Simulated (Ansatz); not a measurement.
# LaGaO3 (R-3c): the gap up the ladder of methods, part 2 of 2

Aim: the gap of LaGaO3 (R-3c) at several levels of theory on one structure, with the time that each takes.

Ansatz 0.2.0; density functionals, hybrids and G0W0, plane waves, PAW. Known limits of the many-body steps: finite bands, screening cutoff and k mesh; no spin-orbit coupling in G0W0; d shells not analysed.

So far. Step 4 (HSE06 on the 4×4×4 mesh): Over mesh and listed points the gap is 5.390 eV, from k = (0.338, -0.338, 0.000) to k = Γ. The least direct gap found is 5.527 eV, at k = Γ. On the 4×4×4 mesh alone the same run gives 5.402 eV, so that mesh misses an edge of HSE06: 5.402 − 5.390 = +0.012 eV. HSE06 against r2SCAN: 5.390 − 4.376 = +1.014 eV. The runs also differ in mesh (6×6×6 and 4×4×4) and plane-wave cutoff (500 eV and 420 eV), so how much of this comes from the functional alone is not known.

In doubt: masses and optical values from hybrid runs of this build are listed as unsure (steps 7, 8), which bears on the screening that GW takes from such a start.

## 6. G0W0@r2SCAN, 4×4×4 mesh, 2003 empty bands, screening to 380 eV, hard PAW files

G0W0 replaces the xc potential by a self-energy built once from the orbitals of the start. Levels are corrected in the window of bands that the input names, at points of the mesh.

This step: G0W0 on r2SCAN, plane waves, PAW.

input.yaml reads:

```yaml
crystal:
  lattice:
    - [2.77145, 1.6000974035, 4.4776]
    - [-2.77145, 1.6000974035, 4.4776]
    - [0.0, -3.2001948071, 4.4776]
  atoms:
    - { symbol: La, position: [0.25, 0.25, 0.25] }
    - { symbol: La, position: [0.75, 0.75, 0.75] }
    - { symbol: Ga, position: [0.0, 0.0, 0.0] }
    - { symbol: Ga, position: [0.5, 0.5, 0.5] }
    - { symbol: O, position: [0.8048, 0.6952, 0.25] }
    - { symbol: O, position: [0.25, 0.8048, 0.6952] }
    - { symbol: O, position: [0.6952, 0.25, 0.8048] }
    - { symbol: O, position: [0.1952, 0.3048, 0.75] }
    - { symbol: O, position: [0.75, 0.1952, 0.3048] }
    - { symbol: O, position: [0.3048, 0.75, 0.1952] }
kpoints:
  mp_grid: { grid: [4, 4, 4] }
hamiltonian:
  xc: r2scan
  pseudopotentials: { kind: paw, source: ansatz }
scf:
  occupations: { method: fixed }
gw:
  n_empty_bands: 2003
  ecut_chi: 380
  qp_bands: [v3, c3]
  qp_kpoints: band_edges
  screening: { model: contour_deformation }
```

On the command line:

```bash
$ ansatz run input.yaml --threads 4 --pin off --max-ram 138240MiB --backend cuda --events-out ev --progress --plain --runs-dir out --devices 1 --max-vram 26GiB
```

Numbers of over 12 decimals in the logs are rounded to 6 here.

Log:

```text
GPUs: using 1 of 1 available (devices: 1).
[...]
GPU FFT provider: cuFFT
GPU libraries: cuBLAS 13.8.2, cuFFT 12.4.0, cuSOLVER 12.3.4
Crystal: 10 atoms, lattice volume = 119.138 Å³
Basis set: ecut = 1300 eV, 12633 PW (Γ), exchange–correlation on 384×384×384 points (64 copies of the dense FFT grid, shifted against one another)
Bands: 60, of which v1, the nominal top of the filled ones, is band 50 counted from 1 (49 counted from 0)
[...]
12    49     10.8611   -26.1364     3.8678   -21.3785  0.7684     9.9621     9.9710  root
    12    50     10.8611   -26.1364     3.8678   -21.3785  0.7684     9.9621     9.9710  root
    12    51     16.5884   -18.7643    -8.9724   -30.8944  0.7482    20.0410    19.7461  root ?
    12    52     16.5884   -18.7643    -8.9724   -30.8944  0.7482    20.0410    19.7461  root ?
    12    53     16.5884   -18.7643    -8.9724   -30.8944  0.7482    20.0410    19.7461  root ?
[key lines of the parts left out:]
SCF converged after 9 iterations
Free energy (F): -32854.265963 eV
Fermi energy:    11.384375 eV
```

Run time: 7 min. Hardware: 1 × NVIDIA H100 80GB HBM3 (shared by 3 runs) with 4 threads of AMD EPYC 7R13 (Zen 3), shared host; peak memory 16 GiB; 13 min of CPU time.

This step gave:

- bands summed: 2053
- RPA ε∞ on this mesh (eigenvalues): 4.237, 4.404, 4.404
- plane waves in the screening matrix: 2013
- G0W0 gap over the corrected points: 5.742 eV
- k of the valence top: 0, -0.5, -0.5
- k of the conduction bottom: 0, 0, 0
- starting gap on the mesh: 4.369 eV
- Z at the valence top: 0.7680
- Z at the conduction bottom: 0.8297
- least direct G0W0 gap over the corrected points: 5.865 eV

Over all 13 irreducible mesh points the G0W0 gap is 5.742 eV, from k = (0.000, -0.500, -0.500) to k = Γ. The r2SCAN gap of this run on the mesh is 4.369 eV. The two states that bound the G0W0 gap lie that far apart at the start, so the correction of the gap is 5.742 − 4.369 = +1.373 eV. The program marks 32 of the 78 corrected levels as in doubt (energies apart), neither edge state among them.

## 7. G0W0@HSE06, 4×4×4 mesh, 708 empty bands, screening to 190 eV, hard PAW files

This step: G0W0 on HSE06, plane waves, PAW.

Changes to input.yaml since step 6:

```diff
@@ -19,3 +19,3 @@
 hamiltonian:
-  xc: r2scan
+  xc: hse06
   pseudopotentials: { kind: paw, source: ansatz }
@@ -24,4 +24,4 @@
 gw:
-  n_empty_bands: 2003
-  ecut_chi: 380
+  n_empty_bands: 708
+  ecut_chi: 190.0
   qp_bands: [v3, c3]
```

Log:

```text
GPUs: using 1 of 1 available (devices: 1).
[...]
GPU FFT provider: cuFFT
GPU libraries: cuBLAS 13.8.2, cuFFT 12.4.0, cuSOLVER 12.3.4
Crystal: 10 atoms, lattice volume = 119.138 Å³
Basis set: ecut = 1020 eV, 8801 PW (Γ)
Bands: 60, of which v1, the nominal top of the filled ones, is band 50 counted from 1 (49 counted from 0)
Symmetry: 12 space group operations
[...]
k-points: 13 of 64
[...]
11    53     18.1094   -17.9189    -7.5298   -28.1912  0.7982    20.9534    20.8519  root ?
[...]
12    50     10.1003   -26.0986     3.8737   -22.0458  0.7924     9.9210     9.9214  root
    12    51     17.7949   -13.2214    -5.9772   -20.8477  0.8211    19.4699    19.4439  root
    12    52     17.7949   -13.2214    -5.9772   -20.8477  0.8211    19.4699    19.4439  root
    12    53     17.7949   -13.2214    -5.9772   -20.8477  0.8211    19.4699    19.4439  root
[key lines of the parts left out:]
Free energy (F): -32811.824812 eV
Fermi energy:    10.632095 eV
```

The job ended after 4.5 min (1 × NVIDIA H100 80GB HBM3 (shared by 3 runs) with 4 threads; peak memory 5.1 GiB).

This step gave:

| Item | Value |
| --- | --- |
| bands summed | 758 |
| RPA ε∞ on this mesh (eigenvalues) | 3.780, 3.908, 3.908 |
| plane waves in the screening matrix | 725 |
| G0W0 gap over the corrected points | 6.167 eV |
| k of the valence top | 0, -0.5, -0.5 |
| k of the conduction bottom | 0, 0, 0 |
| starting gap on the mesh | 5.418 eV |
| Z at the valence top | 0.7918 |
| Z at the conduction bottom | 0.8464 |
| least direct G0W0 gap over the corrected points | 6.280 eV |

Over all 13 irreducible mesh points the G0W0 gap is 6.167 eV, from k = (0.000, -0.500, -0.500) to k = Γ. The HSE06 gap of this run on the mesh is 5.418 eV. The two states that bound the G0W0 gap lie that far apart at the start, so the correction of the gap is 6.167 − 5.418 = +0.749 eV. G0W0@HSE06 against G0W0@r2SCAN with 758 bands (a further run, in the table below): 6.167 − 5.665 = +0.502 eV. The runs also differ in plane-wave cutoff (1300 eV and 1020 eV), so how much of this comes from the start alone is not known. The program marks 3 of the 78 corrected levels as in doubt (energies apart), neither edge state among them.

## 8. G0W0@PBE0, 4×4×4 mesh, 708 empty bands, screening to 190 eV, hard PAW files

This step: G0W0 on PBE0, plane waves, PAW.

Changes to input.yaml since step 7:

```diff
@@ -19,3 +19,3 @@
 hamiltonian:
-  xc: hse06
+  xc: pbe0
   pseudopotentials: { kind: paw, source: ansatz }
```

Log:

```text
GPUs: using 1 of 1 available (devices: 1).
[...]
GPU FFT provider: cuFFT
GPU libraries: cuBLAS 13.8.2, cuFFT 12.4.0, cuSOLVER 12.3.4
Crystal: 10 atoms, lattice volume = 119.138 Å³
Basis set: ecut = 1020 eV, 8801 PW (Γ)
Bands: 60, of which v1, the nominal top of the filled ones, is band 50 counted from 1 (49 counted from 0)
Symmetry: 12 space group operations
[...]
k-points: 13 of 64
[...]
1    48      9.9261   -26.7642     3.7589   -23.1177  0.8032    10.0384    10.0385  root
     1    49     10.0516   -26.2921     3.7433   -22.6587  0.8027    10.1614    10.1615  root
[...]
12    50      9.7098   -26.1130     3.7473   -22.4570  0.8023     9.8010     9.8011  root
    12    51     18.1857   -12.9988    -5.7396   -20.0973  0.8319    19.5593    19.5446  root
    12    52     18.1857   -12.9988    -5.7396   -20.0973  0.8319    19.5593    19.5446  root
    12    53     18.1857   -12.9988    -5.7396   -20.0973  0.8319    19.5593    19.5446  root
[key lines of the parts left out:]
Free energy (F): -32810.540396 eV
Fermi energy:    10.241761 eV
```

The job ended after 4.9 min (1 × NVIDIA H100 80GB HBM3 (shared by 3 runs) with 4 threads; peak memory 5 GiB; 8.7 min of CPU time).

This step gave:

| Quantity | Value |
| --- | --- |
| bands summed | 758 |
| RPA ε∞ on this mesh (eigenvalues) | 3.596, 3.714, 3.714 |
| plane waves in the screening matrix | 725 |
| G0W0 gap over the corrected points | 6.371 eV |
| k of the valence top | 0, -0.5, -0.5 |
| k of the conduction bottom | 0, 0, 0 |
| starting gap on the mesh | 6.153 eV |
| Z at the valence top | 0.8016 |
| Z at the conduction bottom | 0.8536 |
| least direct G0W0 gap over the corrected points | 6.484 eV |

Over all 13 irreducible mesh points the G0W0 gap is 6.371 eV, from k = (0.000, -0.500, -0.500) to k = Γ. The PBE0 gap of this run on the mesh is 6.153 eV. The two states that bound the G0W0 gap lie that far apart at the start, so the correction of the gap is 6.371 − 6.153 = +0.218 eV. G0W0@PBE0 against G0W0@HSE06 with 758 bands: 6.371 − 6.167 = +0.204 eV, with the same mesh, files and cutoffs, and both edges at the same k points.

## 9. All levels together

Each gap is the least one over the points named; times are wall times on shared hosts, not benchmarks. A G0W0 time includes the run's own self-consistent start. Runs with listed points see these and the mesh alone, so an edge that moves elsewhere is missed. Rows marked * are further runs, not shown as steps, whose inputs differ from the G0W0 step on the same start in the columns given; solver thresholds can differ too.

| level | mesh | files, cutoff | bands summed, screening | points | gap (eV) | valence top | conduction bottom | least direct gap (eV) | time |
| --- | --- | --- | --- | --- | --- | --- | --- | --- | --- |
| r2SCAN | 6×6×6 | soft_1 PAW, 500 eV | - | mesh and path | 4.376 | (0.338, -0.338, 0.000) | Γ | 4.523 | 11 s |
| r2SCAN+SOC | 6×6×6 | soft_1 PAW, 500 eV | - | mesh and listed points | 4.377 | (0.338, -0.338, 0.000) | Γ | 4.507 | 16 s |
| HSE06 | 4×4×4 | soft_1 PAW, 420 eV | - | mesh and listed points | 5.390 | (0.338, -0.338, 0.000) | Γ | 5.527 | 36 s |
| HSE06+SOC | 4×4×4 | soft_1 PAW, 420 eV | - | mesh and listed points | 5.388 | (0.338, -0.338, 0.000) | Γ | 5.506 | 3.1 min |
| G0W0@r2SCAN* | 4×4×4 | hard PAW, 1300 eV | 362, 110 eV | all 13 irreducible mesh points | 5.605 | (0.000, -0.500, -0.500) | Γ | 5.711 | 69 s |
| G0W0@r2SCAN* | 4×4×4 | hard PAW, 1300 eV | 758, 190 eV | all 13 irreducible mesh points | 5.665 | (0.000, -0.500, -0.500) | Γ | 5.783 | 2 min |
| G0W0@r2SCAN* | 4×4×4 | hard PAW, 1300 eV | 1250, 270 eV | all 13 irreducible mesh points | 5.704 | (0.000, -0.500, -0.500) | Γ | 5.825 | 3.7 min |
| G0W0@r2SCAN | 4×4×4 | hard PAW, 1300 eV | 2053, 380 eV | all 13 irreducible mesh points | 5.742 | (0.000, -0.500, -0.500) | Γ | 5.865 | 7 min |
| G0W0@r2SCAN* | 6×6×6 | hard PAW, 1300 eV | 362, 110 eV | all 32 irreducible mesh points | 5.590 | (0.000, 0.333, -0.333) | Γ | 5.706 | 6.9 min |
| G0W0@HSE06 | 4×4×4 | hard PAW, 1020 eV | 758, 190 eV | all 13 irreducible mesh points | 6.167 | (0.000, -0.500, -0.500) | Γ | 6.280 | 4.5 min |
| G0W0@PBE0 | 4×4×4 | hard PAW, 1020 eV | 758, 190 eV | all 13 irreducible mesh points | 6.371 | (0.000, -0.500, -0.500) | Γ | 6.484 | 4.9 min |

## 10. What came out

- r2SCAN, over mesh and path: 4.376 eV
- r2SCAN+SOC, over mesh and listed points: 4.377 eV
- HSE06, over mesh and listed points: 5.390 eV
- HSE06+SOC, over mesh and listed points: 5.388 eV
- G0W0@r2SCAN (2053 bands, 4×4×4), over all 13 irreducible mesh points: 5.742 eV
- G0W0@HSE06, over all 13 irreducible mesh points: 6.167 eV
- G0W0@PBE0, over all 13 irreducible mesh points: 6.371 eV
- known limits: finite bands, screening cutoff and k mesh; no spin-orbit coupling in G0W0; d shells not analysed

What this shows: The rows run from 4.376 eV (r2SCAN) to 6.371 eV (G0W0@PBE0). They differ in mesh, files, plane-wave cutoff, bands and screening cutoff of G0W0 and the points over which the gap was sought as well as in level, so only pairs that share these are like for like. r2SCAN+SOC against r2SCAN: 4.377 − 4.376 = +0.001 eV, with the same mesh, set of files (read in its fully relativistic form for the spin-orbit run) and cutoff, and both edges at the same k points. The spin-orbit run sees mesh and listed points alone, so its gap is an upper bound: the coupling can move an edge off these points, and the change over the zone, its sign included where it is small, is not known. HSE06+SOC against HSE06: 5.388 − 5.390 = −0.002 eV, with the same mesh, set of files (read in its fully relativistic form for the spin-orbit run) and cutoff, and both edges at the same k points. The spin-orbit run sees mesh and listed points alone, so its gap is an upper bound: the coupling can move an edge off these points, and the change over the zone, its sign included where it is small, is not known. G0W0@PBE0 against G0W0@HSE06 with 758 bands: 6.371 − 6.167 = +0.204 eV, with the same mesh, files and cutoffs, and both edges at the same k points. G0W0@r2SCAN (2053 bands, 4×4×4) moves the gap of its own start on the mesh by 5.742 − 4.369 = +1.373 eV, between the same two levels. Over mesh and path, r2SCAN puts the valence top at k = (0.338, -0.338, 0.000), which is no corrected point. The start's gap on the mesh of the G0W0 run, 4.369 eV, is no wider than the 4.376 eV found there (the runs differ in mesh (6×6×6 and 4×4×4), files (soft_1 PAW and hard PAW) and plane-wave cutoff (500 eV and 1300 eV)), so it is not shown that this mesh misses an edge. Levels at other points were not corrected, so a lower G0W0 gap elsewhere in the zone is not ruled out. G0W0@HSE06 moves the gap of its own start on the mesh by 6.167 − 5.418 = +0.749 eV, between the same two levels. Over mesh and listed points, HSE06 puts the valence top at k = (0.338, -0.338, 0.000), where no G0W0 correction was computed. The G0W0 gap over the whole zone is therefore not known from this run; at its settings it can only be equal to or under the 6.167 eV found, and no correction is carried over from another point. For the start itself the gap is 5.390 eV over mesh and listed points and 5.418 eV on the mesh of the G0W0 run, in runs that differ in files (soft_1 PAW and hard PAW) and plane-wave cutoff (420 eV and 1020 eV). G0W0@PBE0 moves the gap of its own start on the mesh by 6.371 − 6.153 = +0.218 eV, between the same two levels. No PBE0 run over points off the mesh is shown, so for G0W0@PBE0 the gap over the whole zone is not known. What spin-orbit coupling does to the G0W0 levels was not computed, so no sum with the G0W0 gap is formed. For G0W0@r2SCAN: from 362 bands and 110 eV to 2053 bands and 380 eV the gap moves by 5.742 − 5.605 = +0.137 eV (rung by rung 5.605, 5.665, 5.704, 5.742 eV); bands and screening cutoff rise together, so their parts are not told apart. A line in one over the bands through the two highest rungs gives 5.742 + (5.742 − 5.704) × 1250 / (2053 − 1250) = 5.801 eV, and through the pair below 5.704 + (5.704 − 5.665) × 758 / (1250 − 758) = 5.764 eV. The two differ by 0.037 eV, not under the 0.030 eV asked, so the law does not hold well over these rungs and the limit is not known. The other G0W0 rows are shown at one basis each (758 bands), so their distance from the limit is not known here. With the 6×6×6 mesh in place of the 4×4×4 mesh and all else as in the G0W0@r2SCAN row with 362 bands, the gap differs by 5.590 − 5.605 = −0.015 eV, and that of the start by 4.363 − 4.369 = −0.006 eV; an edge lies at another k point, so this need not be the shift of one pair of states. For G0W0@r2SCAN (2053 bands, 4×4×4): the program marks 32 of the 78 corrected levels as in doubt (energies apart), neither edge state among them. For G0W0@HSE06: the program marks 3 of the 78 corrected levels as in doubt (energies apart), neither edge state among them. The G0W0 runs are scalar-relativistic. One-shot GW is known to converge slowly in bands for compounds with shallow d shells. The cell holds Ga; the filling of the d shell and its place against the gap were not analysed here. The cell holds La; where the f levels lie against the gap was not analysed here. G0W0 is shown with one set of atomic data (hard PAW), so the error from the files is not known here.

[Paths, hosts, dates, memory and timing lines, banners, echoed tables and standing remarks are left out of the program output.]

[Logs are printed without paths, hosts, clocks, repeated set-up lines and the standing remarks that a program may print on its own settings, such as how far it seeks lower states.]

[Runs of the session that timed out or met a known fault of the program may be left out.]

[Cells called generated may have been cut or substituted from an entry of the Crystallography Open Database or the Materials Project.]

[Hosts, paths, dates, database ids (printed as entryN), source tags and the programs' standing remarks are cut or masked in the printed files.]

[Where an RPA ε∞ is given, it is that of the G0W0 mesh and is not shown converged in it. Names of k-points follow the symmetry that the program found, which can be lower than the space group named. Band edges on a path are those of the sampled points; other points can move an edge, and change direct to indirect where valleys lie close.]

[Hybrid gaps are those of their k-mesh and are not shown converged in it.]
